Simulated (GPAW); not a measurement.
# Mg/Ir(111): work function by functional and basis, part 2 of 2

How far do functional and basis move the work function of Mg/Ir(111)?

GPAW 26.7.0; GPAW, PAW setups; slab in vacuum, relaxation (the session's first sound run).

So far, upper work function (eV): step 2 (relaxation, PBE, GPAW) 3.91; step 6 (self-consistent run: xc = "LDA") 4.05; step 7 (self-consistent run: xc = "revPBE") 3.85; step 8 (self-consistent run: xc = "vdW-DF2", GPAW, PAW setups, GPAW) 4.00; step 9 (real-space grid: mode = "fd", PBE, GPAW) 3.91.

## Step 10: Atomic orbitals: mode = "lcao"

Atom-centred orbitals end a few angstrom from the surface, which tests how much the density's tail matters.

run.py

```python
import json
import numpy as np
from ase import Atoms
from gpaw import GPAW

slab = Atoms(
    ['Ir', 'Ir', 'Ir', 'Ir', 'Mg'],
    positions=[
        [0.00000, 0.00000, 7.00000],
        [1.35765, 0.78384, 9.21703],
        [2.71529, 1.56767, 11.43660],
        [-0.00000, 0.00000, 13.66671],
        [-0.00000, 0.00000, 16.33069]],
    cell=[[2.71529, 0.0, 0.0], [1.35765, 2.35151, 0.0], [0.0, 0.0, 23.61208]],
    pbc=[True, True, False])

slab.calc = GPAW(mode='lcao', basis='dzp', h=0.18, xc='PBE', kpts={'size': (13, 13, 1), 'gamma': True},
                 occupations={'name': 'fermi-dirac', 'width': 0.1}, nbands='120%',
                 convergence={'density': 1e-05}, maxiter=200,
                 poissonsolver={'dipolelayer': 'xy'},
                 symmetry={'tolerance': 1e-3}, txt='slab.txt')
result = {}
energy = slab.get_potential_energy()
fermi = slab.calc.get_fermi_level()
v = slab.calc.get_electrostatic_potential().mean((0, 1)) - fermi
n = slab.calc.get_pseudo_density().mean((0, 1))
L = slab.cell[2, 2]
z = np.arange(len(v)) * L / len(v)
low, high = slab.positions[:, 2].min(), slab.positions[:, 2].max()
below, above = np.interp([low - 4.8, high + 4.8], z, v)
slopes = [np.interp(x, z, np.gradient(v, z)) for x in (low - 4.8, high + 4.8)]
eps = np.array([[slab.calc.get_eigenvalues(k, s) for k in range(len(slab.calc.get_ibz_k_points()))]
                for s in range(slab.calc.get_number_of_spins())]) - fermi
top, bottom = eps[eps < 0].max(), eps[eps > 0].min()
dipole = slab.get_dipole_moment()[2]
print(f'energy {energy:.4f} eV, Fermi level {fermi:.4f} eV, dipole {dipole:.5f} e A')
print(f'potential 4.8 A off the faces, from the Fermi level: lower {below:.4f} eV, upper {above:.4f} eV')
print(f'slope of the potential there: lower {slopes[0]:.5f}, upper {slopes[1]:.5f} eV/A')
print(f'nearest levels on the mesh: {top:.4f} and {bottom:.4f} eV')
print('magnetic moment', round(slab.get_magnetic_moment(), 3))
result.update(energy=energy, fermi=fermi, dipole=dipole, below=below, above=above, slopes=slopes, edges=[top, bottom],
              z=z.tolist(), v=v.tolist(), n=n.tolist(), positions=slab.positions.tolist(),
              forces=slab.get_forces(apply_constraint=False).tolist(), moments=slab.get_magnetic_moments().tolist())
json.dump(result, open('result.json', 'w'))
```

Command:

```bash
$ OMP_NUM_THREADS=1 OPENBLAS_NUM_THREADS=1 python run.py
```

Run time: 9.8 min. Hardware: 1 thread of Arm Neoverse V2, shared host; peak memory 0.34 GiB.

Numbers from this step:

* dipole along the normal: 0.05698 e·Å
* levels nearest the Fermi level on the mesh: -0.04043, 0.03056 eV from the Fermi level
* upper work function: 3.940 eV
* lower work function: 5.552 eV

The electrostatic potential energy of an electron (without an applied field's), less the Fermi level, planar mean oscillates, so the rows of the table below give means over windows of 2.24 Å about each position, cut where the curve ends. Its maxima inside the range that stand out by 2 % of the span (Å: eV): 1.5: 5.55, 8.1: -1.92, 10.3: -2.10, 12.5: -1.79, 15.0: 1.62. Its minima: 7.0: -31.0, 9.2: -31.6, 11.4: -31.5, 13.7: -31.1, 16.4: -15.1.

Table of electrostatic potential energy of an electron (without an applied field's), less the Fermi level, planar mean by z; means over each step:

```
z (Å)  electrostatic potential energy of an electron (without an applied field's), less the Fermi level, planar mean (eV)
 1.12                                                                                                                5.54
 3.36                                                                                                                5.54
 5.60                                                                                                              -0.316
 7.84                                                                                                               -14.8
10.08                                                                                                               -15.1
12.32                                                                                                               -14.8
14.56                                                                                                               -9.84
16.80                                                                                                               -6.10
19.04                                                                                                                3.73
21.28                                                                                                                3.94
23.52                                                                                                                3.94
```

The upper face's work function is 3.940 eV, against 3.913 eV in the first plane-wave PBE run at this geometry.

## Step 11: Cost and result by level

Times are for 1 thread of Arm Neoverse V2, shared host. The runs compared:

```csv
no.,run,upper work function (eV),lower work function (eV),time,memory (GiB)
1,pw,3.913,5.494,2.1 min,0.24
2,RPBE,3.850,5.344,2.5 min,0.24
3,optPBE vdW,4.002,5.645,2.4 min,0.36
4,LDA,4.049,5.847,2.2 min,0.24
5,revPBE,3.852,5.363,2.4 min,0.24
6,vdW DF2,4.002,5.711,5.1 min,0.36
7,fd,3.912,5.495,9.2 min,0.79
8,lcao,3.940,5.552,9.8 min,0.34
```

## Step 12: Side by side

Results and costs are gathered.

This step: comparison of work functions, dipole and cost (GPAW 26.7.0).

Ladder, by row:

| step | code | work function, upper (eV) | work function, lower (eV) | dipole (e Å) | wall time (s) | peak memory (GiB) | threads |
| --- | --- | --- | --- | --- | --- | --- | --- |
| pw | GPAW | 3.913 | 5.494 | 0.05598 | 127.4 | 0.24 | 1 |
| RPBE | GPAW | 3.85 | 5.344 | 0.0529 | 151.9 | 0.24 | 1 |
| optPBE-vdW | GPAW | 4.002 | 5.645 | 0.05814 | 146.2 | 0.36 | 1 |
| LDA | GPAW | 4.049 | 5.847 | 0.06364 | 132.6 | 0.24 | 1 |
| revPBE | GPAW | 3.852 | 5.363 | 0.05351 | 146.3 | 0.24 | 1 |
| vdW-DF2 | GPAW | 4.002 | 5.711 | 0.06049 | 303.6 | 0.36 | 1 |
| fd | GPAW | 3.912 | 5.495 | 0.05594 | 551.5 | 0.79 | 1 |
| lcao | GPAW | 3.94 | 5.552 | 0.05698 | 589.2 | 0.34 | 1 |

## Step 13: Outcome

```yaml
work_function_upper_and_lower_face: 3.913 and 5.494 eV
dipole_along_the_normal: 0.0560 e Å
```

What this shows: With plane waves and PBE the work function is 3.91 eV on the upper face and 5.49 eV on the lower. The two faces differ by 1.6 eV, the step that the slab's dipole makes (e p/(ε0 A) gives 1.6 eV), so the dipole layer is needed. Over the sound runs of the table the upper face's work function spans 3.850 (RPBE) to 4.049 eV (LDA). The cell of 6.39 Å² holds one Mg, started on one chosen site; other sites and coverages weren't tried. The in-plane lattice was kept as typed, which isn't the functional's own and leaves some strain; spin-orbit coupling and temperature are left out.

[Logs are printed without paths, hosts, clocks, repeated set-up lines and the standing remarks that a program may print on its own settings, such as how far it seeks lower states.]

[Hosts, paths, dates, database ids (printed as entryN), source tags and the programs' standing remarks are cut or masked in the printed files.]
